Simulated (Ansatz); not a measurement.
# Phonons of BeCo (Pm-3m) against volume, part 2 of 2

Aim: how the phonons of BeCo (Pm-3m) shift with volume, and the thermal expansion that follows.

Ansatz 0.2.0; DFT PBEsol, scalar-relativistic, plane waves, PAW; PAW set soft_1.

So far, highest frequency on the path or at a solved wavevector (cm⁻¹): step 2 (response at finite wavevector) 542.

## Step 4: Phonons at the other volume, volume ratio 0.97

The phonons are repeated at this volume on the same k and q meshes.

input.yaml reads:

```yaml
crystal:
  lattice:
    - [2.5400524146, 0.0, 0.0]
    - [0.0, 2.5400524146, 0.0]
    - [0.0, 0.0, 2.5400524146]
  atoms:
    - { symbol: Be, position: [0.0, 0.0, 0.0] }
    - { symbol: Co, position: [0.5, 0.5, 0.5], spin: 0.4 }
kpoints:
  mp_grid: { grid: [16, 16, 16] }
hamiltonian:
  xc: pbesol
  pseudopotentials: { kind: paw, azcp: { folder: soft_1 }, xc_functional: pbe }
scf:
  occupations: { method: gaussian, width: 0.15 }
output:
  eigenvalues: true
  populations: true
magnetization:
  spin_polarized: true
phonons:
  method: dfpt
  qmesh: [4, 4, 4]
  temperatures: { t_max: 1000, t_step: 50 }
  qpath:
    path:
      - [[0.0, 0.0, 0.0], [0.0, 0.5, 0.0], [0.5, 0.5, 0.0], [0.0, 0.0, 0.0], [0.5, 0.5, 0.5], [0.0, 0.5, 0.0]]
      - [[0.5, 0.5, 0.5], [0.5, 0.5, 0.0]]
    npoints: 10
```

On the command line:

```sh
$ ansatz run input.yaml --threads 4 --pin off --max-ram 10240MiB --backend cpu --events-out ev --progress --plain --runs-dir out
```

Numbers of over 12 decimals in the logs are rounded to 6 here.

Output:

```text
[...]
Crystal: 2 atoms, lattice volume = 16.388 Å³
Basis set: ecut = 420 eV, 341 PW (Γ), exchange–correlation on 36×36×36 points (8 copies of the dense FFT grid, shifted against one another)
Bands: 14, of which v1, the nominal top of the filled ones, is band 10 counted from 1 (9 counted from 0)
Symmetry: 48 space group operations
[...]
k-points: 165 of 4096
[...]
Starting moments: Σ|m| = 0.4 μB on 1 of 2 sites
[...]
SCF 1 converged in 14 iterations: F = -5183.991154 eV  dr2 = 1.17e-9
[...]
SCF iter   6: F=-5183.991154 eV  HF=-5183.991154 eV  |F-HF|=9.09e-13  |Δ(HF+E_count)|=  6.37e-12  Δρ=7.58e-8 (↑7.58e-8 ↓2.51e-8)  dr2=1.18e-12  dr2_m=1.03e-13  M=0.348 μB ∫|m|=0.398 μB  ethr=1.00e-12  ⟨swp⟩=3.5  Hψ=17088  notcnv=0
SCF 2 converged in 6 iterations: F = -5183.991154 eV  dr2 = 1.18e-12
[...]
SCF iter   3: F=-5183.991154 eV  HF=-5183.991154 eV  |F-HF|=1.82e-12  |Δ(HF+E_count)|=  5.46e-12  Δρ=6.89e-8 (↑3.03e-8 ↓6.89e-8)  dr2=1.32e-12  dr2_m=1.38e-13  M=0.348 μB ∫|m|=0.398 μB  ethr=1.00e-12  ⟨swp⟩=1.7  Hψ=11735  notcnv=0
SCF 3 converged in 3 iterations: F = -5183.991154 eV  dr2 = 1.32e-12
[...]
NSCF: frozen V_eff on 165 k-points
[...]
SCF converged after 6 iterations
Magnetization: 0.3482 μB (9.6741 up, 9.3259 down)
Absolute magnetization: 0.3980 μB (∫|ρ↑−ρ↓|, with the PAW one-centre terms)
[...]
Per-site moments (μB) at R_I (Å): [(-0.015317, 0.907397), (0.363736, 0.907397)]
Free energy (F): -5183.991154 eV
[...]
Internal energy: -5183.971982 eV  (E = F + TS)
E sigma→0 (E₀):  -5183.981568 eV
Entropy (-TS):   -0.019172 eV (-9.586 meV/atom)
Fermi energy:    15.672345 eV
[...]
--- Band table (eV; the first three rows and the last of 330) ---
  k-point 0 ↑: bands = [... 6 lower, 12.5881, 15.4671, 15.4671, 15.4671, 23.6882, 23.6882, 23.6882, 31.4905]
  k-point 1 ↑: bands = [... 6 lower, 12.6076, 15.4043, 15.4043, 15.4712, 23.2180, 23.8312, 23.8312, 31.4901]
  k-point 2 ↑: bands = [... 6 lower, 12.6632, 15.2329, 15.2329, 15.4830, 22.1078, 24.2412, 24.2412, 31.4878]
  k-point 164 ↓: bands = [... 6 lower, 11.5542, 16.6223, 16.6223, 22.6870, 22.6870, 22.6870, 23.5362, 23.5362]
[...]
ASR residual: 4.538e-5 → 0.000e0 eV/Å²; symmetrization residual: 4.046e-7 eV/Å²
  ASR residual per site (eV/Å²): 4.54e-5 2.94e-5
  Γ frequencies (cm⁻¹): 0.00 0.00 0.00 566.52 566.52 566.52
--- Phonons (arbitrary-q DFPT): 10 irreducible q on the 4×4×4 mesh ---
[...]
interpolated dispersion: 62 rows × 6 modes
[...]
--- Löwdin populations: 2 sites ---
  site symbol       q [e]    m [muB]
     0     Be      1.0350    -0.0037
     1     Co     17.2320     0.3714
  spilling = 0.038578 (of n_electrons = 19.000000)
```

Elapsed: 4.8 min, on 4 threads of Intel Xeon Platinum 8488C (Sapphire Rapids), shared host; peak memory 2.9 GiB; 18 min of CPU time.

Numbers from this step:

| Property | Result |
| --- | --- |
| sum-rule residual before enforcement | 4.54e-5 eV/Å² |
| highest frequency on the path or at a solved wavevector | 568.1 cm⁻¹ |
| mean frequency | 375.5 cm⁻¹ |
| Debye temperature (second moment) | 771 K |
| logarithmic mean frequency | 327.7 cm⁻¹ |
| highest optical mode at the zone centre (no LO-TO term) | 566.5 cm⁻¹ |
| lowest optical zone-centre mode | 566.5 cm⁻¹ |
| lowest mode on the q mesh (acoustic modes at Γ apart) | 109.0 cm⁻¹ |
| zero-point energy per atom | 69.84 meV |
| heat capacity at 300 K | 18.71 J/(mol atoms K) |
| vibrational entropy at 300 K | 17.24 J/(mol atoms K) |
| edges of the widest gap between branches, on path and mesh | 282.6, 495.6 cm⁻¹ |

Frequencies (cm⁻¹) solved at each irreducible wavevector; negative means imaginary. Frequencies by wavevector, by row:

```csv
q in reciprocal lattice units,star,mode 1,mode 2,mode 3,mode 4,mode 5,mode 6
0 0 0,1,0,0,0,566.5,566.5,566.5
0 0 0.25,6,152.7,152.7,199.5,519.9,561.3,561.3
0 0 -0.5,3,220.8,220.8,282.6,495.6,553.8,553.8
0 0.25 0.25,12,109,192.6,247.3,527.7,552.8,554.6
0 0.25 -0.5,12,173.5,217.2,234,536,544.2,559.4
0 -0.5 -0.5,3,133.9,133.9,250.7,529.8,568.1,568.1
0.25 0.25 0.25,8,192.3,192.3,227.4,540.4,554.4,554.4
0.25 0.25 -0.5,12,186.7,216.3,252.8,550.1,550.5,556.3
0.25 -0.5 -0.5,6,217.6,217.6,268.3,542.3,561,561
-0.5 -0.5 -0.5,1,279.4,279.4,279.4,557.5,557.5,557.5
```

The highest optical mode at the zone centre (no LO-TO term) is 566.5 cm⁻¹, +24.2 cm⁻¹ against the base run.

## Step 5: Relaxing at another volume, volume ratio 1.03

The volume is scaled by 1.03 and held; symmetry leaves nothing to relax, so this is a single point. The modes can then be followed against volume.

input.yaml, the sections that differ from step 4:

```yaml
crystal:
  lattice:
    - [2.5913804337, 0.0, 0.0]
    - [0.0, 2.5913804337, 0.0]
    - [0.0, 0.0, 2.5913804337]
  atoms:
    - { symbol: Be, position: [0.0, 0.0, 0.0] }
    - { symbol: Co, position: [0.5, 0.5, 0.5], spin: 0.43 }
output:
  forces: true
  stress: true
  eigenvalues: true
  populations: true
# kpoints, hamiltonian, scf, magnetization: as in step 4
# phonons: removed
```

Output:

```text
[...]
Crystal: 2 atoms, lattice volume = 17.402 Å³
Basis set: ecut = 420 eV, 341 PW (Γ), exchange–correlation on 36×36×36 points (8 copies of the dense FFT grid, shifted against one another)
Bands: 14, of which v1, the nominal top of the filled ones, is band 10 counted from 1 (9 counted from 0)
Symmetry: 48 space group operations
[...]
k-point 2 ↑: bands = [... 6 lower, 11.7846, 14.1272, 14.1272, 14.3536, 20.7483, 22.8256, 22.8256, 29.8524]
  k-point 164 ↓: bands = [... 6 lower, 10.7942, 15.4805, 15.4805, 21.2942, 21.2942, 21.2942, 22.0703, 22.0703]
--- Löwdin populations: 2 sites ---
  site symbol       q [e]    m [muB]
     0     Be      1.0414    -0.0052
     1     Co     17.2158     0.4218
  spilling = 0.039098 (of n_electrons = 19.000000)
[key lines of the parts left out:]
SCF converged after 12 iterations
Magnetization: 0.3921 μB (9.6960 up, 9.3040 down)
Free energy (F): -5183.992236 eV
Fermi energy:    14.595980 eV
P = ⅓ Tr σ = -5.9188 GPa (-59.188 kbar)
```

Run time: 2 s. Hardware: 4 threads; peak memory 0.41 GiB.

This step gave:

```
magnetization          : 0.3921 μB
absolute magnetization : 0.4554 μB
site moments           : -0.01908, 0.4147 μB
pressure               : -5.919 GPa
volume per atom        : 8.701 Å³
```

The cell carries a net spin moment of 0.39 μB and an absolute one of 0.46 μB.

## Step 6: Phonons at the other volume, volume ratio 1.03

The phonons are repeated at this volume on the same k and q meshes.

input.yaml, the sections that differ from step 5:

```yaml
crystal:
  lattice:
    - [2.5913804337, 0.0, 0.0]
    - [0.0, 2.5913804337, 0.0]
    - [0.0, 0.0, 2.5913804337]
  atoms:
    - { symbol: Be, position: [0.0, 0.0, 0.0] }
    - { symbol: Co, position: [0.5, 0.5, 0.5], spin: 0.46 }
output:
  eigenvalues: true
  populations: true
phonons:
  method: dfpt
  qmesh: [4, 4, 4]
  temperatures: { t_max: 1000, t_step: 50 }
  qpath:
    path:
      - [[0.0, 0.0, 0.0], [0.0, 0.5, 0.0], [0.5, 0.5, 0.0], [0.0, 0.0, 0.0], [0.5, 0.5, 0.5], [0.0, 0.5, 0.0]]
      - [[0.5, 0.5, 0.5], [0.5, 0.5, 0.0]]
    npoints: 10
# kpoints, hamiltonian, scf, magnetization: as in step 5
```

Output:

```text
[...]
Crystal: 2 atoms, lattice volume = 17.402 Å³
Basis set: ecut = 420 eV, 341 PW (Γ), exchange–correlation on 36×36×36 points (8 copies of the dense FFT grid, shifted against one another)
Bands: 14, of which v1, the nominal top of the filled ones, is band 10 counted from 1 (9 counted from 0)
Symmetry: 48 space group operations
[...]
k-points: 165 of 4096
[...]
ASR residual per site (eV/Å²): 1.22e-5 2.89e-5
  Γ frequencies (cm⁻¹): 0.00 0.00 0.00 519.11 519.11 519.11
--- Phonons (arbitrary-q DFPT): 10 irreducible q on the 4×4×4 mesh ---
[...]
interpolated dispersion: 62 rows × 6 modes
[...]
--- Löwdin populations: 2 sites ---
  site symbol       q [e]    m [muB]
     0     Be      1.0414    -0.0052
     1     Co     17.2158     0.4218
  spilling = 0.039098 (of n_electrons = 19.000000)
[key lines of the parts left out:]
SCF converged after 6 iterations
Magnetization: 0.3921 μB (9.6960 up, 9.3040 down)
Free energy (F): -5183.992236 eV
Fermi energy:    14.595977 eV
```

Run time: 5 min. Hardware: 4 threads; peak memory 3 GiB; 19 min of CPU time.

Numbers from this step:

| Item | Value |
| --- | --- |
| sum-rule residual before enforcement | 2.89e-5 eV/Å² |
| highest frequency on the path or at a solved wavevector | 519.1 cm⁻¹ |
| mean frequency | 342.1 cm⁻¹ |
| Debye temperature (second moment) | 703 K |
| logarithmic mean frequency | 298.2 cm⁻¹ |
| highest optical mode at the zone centre (no LO-TO term) | 519.1 cm⁻¹ |
| lowest optical zone-centre mode | 519.1 cm⁻¹ |
| lowest mode on the q mesh (acoustic modes at Γ apart) | 96.34 cm⁻¹ |
| zero-point energy per atom | 63.61 meV |
| heat capacity at 300 K | 19.54 J/(mol atoms K) |
| vibrational entropy at 300 K | 19.06 J/(mol atoms K) |
| edges of the widest gap between branches, on path and mesh | 251, 437.9 cm⁻¹ |

The highest optical mode at the zone centre (no LO-TO term) is 519.1 cm⁻¹, -23.2 cm⁻¹ against the base run.

## Step 7: Grüneisen parameters

The Grüneisen parameter of a mode is minus the logarithmic change of its frequency with volume, −d ln ω / d ln V; weighted by heat capacity it gives the expansion.

Numbers from this step:

| Quantity | Value |
| --- | --- |
| bulk modulus | 213.9 GPa |

The phonon branches at the labelled points (cm⁻¹):

```csv
point,branch 1,branch 2,branch 3,branch 4,branch 5,branch 6
Γ,0,0,0,542,542,542
halfway,148,148,188,493,538,538
X,213,213,266,466,532,532
halfway,164,205,227,508,523,534
M,126,126,244,509,540,540
halfway,102,187,234,502,529,530
Γ,0,0,0,542,542,542
halfway,183,183,216,516,530,530
R,265,265,265,533,533,533
halfway,178,205,240,524,527,531
X,213,213,266,466,532,532
jump to R,265,265,265,533,533,533
halfway,206,206,257,520,535,535
M,126,126,244,509,540,540
```

The same for volume x 0.97:

```csv
point,branch 1,branch 2,branch 3,branch 4,branch 5,branch 6
Γ,0,0,0,566,566,566
X,221,221,283,496,554,554
M,134,134,251,530,568,568
Γ,0,0,0,566,566,566
R,279,279,279,558,558,558
X,221,221,283,496,554,554
R,279,279,279,558,558,558
M,134,134,251,530,568,568
```

The same for volume x 1.03:

```csv
point,branch 1,branch 2,branch 3,branch 4,branch 5,branch 6
Γ,0,0,0,519,519,519
X,206,206,251,438,511,511
M,118,118,237,489,514,514
Γ,0,0,0,519,519,519
R,251,251,251,510,510,510
X,206,206,251,438,511,511
R,251,251,251,510,510,510
M,118,118,237,489,514,514
```

The first set of phonon branches as a text plot (rows in cm⁻¹):

```
    556 |
    533 |********************************************************
    509 |  *        ************     ****            **      ****
    485 |   ***   **                                   *
    462 |      ***                                      **
    438 |
    414 |
    391 |
    367 |
    343 |
    320 |
    296 |
    272 |      ***                           *****      ****
    249 |     *   *   ***                   **  *****  *   ******
    225 |    *  ******   ******        **  **     *  *****  *
    201 |      * **       ***        **  ***       *** **    *
    178 |   ***    **    *   * *        *           ***
    154 |   *       ***       *     *  *                      **
    130 |  *         ******    **                               *
    107 |                  ***       **
     83 | **                  * *  **
     59 | *                    * *
     36 |*                      ** *
     12 |                        **
         Γ      X      M          Γ            R        X|R     M
```

Mode Grueneisen parameter -dln(w)/dln(V), modes matched by rank; at Γ the acoustic branches take the value of a neighbouring point of the path. The mode Grüneisen parameters at the labelled points ():

```csv
point,branch 1,branch 2,branch 3,branch 4,branch 5,branch 6
Γ,1.04,1.04,1.95,1.46,1.46,1.46
halfway,1.09,1.09,1.97,1.77,1.41,1.41
X,1.15,1.15,2.00,2.06,1.34,1.34
halfway,1.89,1.91,1.02,1.79,1.33,1.55
M,2.13,2.13,0.92,1.32,1.68,1.68
halfway,2.06,1.02,1.78,1.66,1.53,1.43
Γ,2.38,1.03,1.54,1.46,1.46,1.46
halfway,1.70,1.70,1.69,1.56,1.51,1.51
R,1.79,1.79,1.79,1.48,1.48,1.48
halfway,1.55,1.84,1.69,1.63,1.44,1.53
X,1.15,1.15,2.00,2.06,1.34,1.34
jump to R,1.79,1.79,1.79,1.48,1.48,1.48
halfway,1.80,1.80,1.47,1.40,1.59,1.59
M,2.13,2.13,0.92,1.32,1.68,1.68
```

The mode Grüneisen parameters as a text plot (rows in , shown from 0.9 to 2.2 only):

```
   2.16 |             *       *
   2.10 |            * **                                       *
   2.05 |      ***  * *  *   *                           *
   2.00 |    *****       ****                           **     *
   1.95 |**** *   *  *                                 *
   1.90 |         * *      **                        ***      *
   1.84 |    *     *                                *
   1.79 |   *                *             *********  *   ****
   1.74 |            *                   **  *     * *
   1.69 |          *  **** ** *         *****    *  *      *   **
   1.64 |            **   *****        *          * *         *
   1.58 |  *        *          *     ******        * *      **
   1.53 | *       * *     *  ********** *****    *****     *
   1.48 |*         *      *     ********   ********  **   *  *
   1.43 |****     *          * *** *               ** *    **
   1.38 |    **  *            *                      ****    **
   1.32 |      ***** ***** **                          ***     **
   1.27 |          *                                   *
   1.22 |                                               *
   1.17 |      ***                                      **    *
   1.12 |    **  **
   1.06 |****                                                  *
   1.01 |                  ********
   0.96 |           ***  **                                     *
         Γ      X      M          Γ            R        X|R     M
```

(dS/dlnV)/C_V. Thermodynamic Grueneisen parameter against temperature:

```csv
temperature (K),thermodynamic Grueneisen parameter
50,1.66
100,1.62
150,1.61
200,1.60
250,1.59
300,1.59
350,1.58
400,1.58
450,1.58
500,1.58
550,1.58
600,1.58
650,1.58
700,1.58
750,1.58
800,1.58
850,1.58
900,1.58
950,1.58
1000,1.58
```

Gamma C_V/(B V) at the static volume. The volume expansion by temperature:

```csv
temperature (K),volume expansion (1e-6/K)
50,2.99
100,10.8
150,17.0
200,21.8
250,25.4
300,27.9
350,29.7
400,31.0
450,32.0
500,32.7
550,33.2
600,33.7
650,34.0
700,34.3
750,34.5
800,34.7
850,34.9
900,35
950,35.1
1000,35.2
```

## Step 8: Outcome

```json
{"bulk modulus": "214 GPa", "thermodynamic Grüneisen parameter at 300 K": "1.586", "volume expansion at 300 K, estimated": "27.9 × 10⁻⁶ K⁻¹"}
```

In words: By this estimate the volume grows by 27.9 × 10⁻⁶ per kelvin at 300 K. The highest optical mode at Γ goes from 567 to 519 cm⁻¹ as the cell grows, a Grüneisen parameter of 1.46. Mode parameters on the path run from 0.92 to 2.4, with a median of 1.5. Branches are matched by rank, so values near crossings are rough. The expansion is the Grüneisen estimate at the static volume, with the static bulk modulus. The ferromagnetic order comes from parallel starting moments and need not be the ground state. With no gap, or one that is small against the smearing, the frequencies hang on the k mesh and the smearing, most of all near Kohn anomalies. The PAW files were made for PBE and serve the other functionals too.

[Logs are printed without paths, hosts, clocks, repeated set-up lines and the standing remarks that a program may print on its own settings, such as how far it seeks lower states.]

[Hosts, paths, dates, database ids (printed as entryN), source tags and the programs' standing remarks are cut or masked in the printed files.]
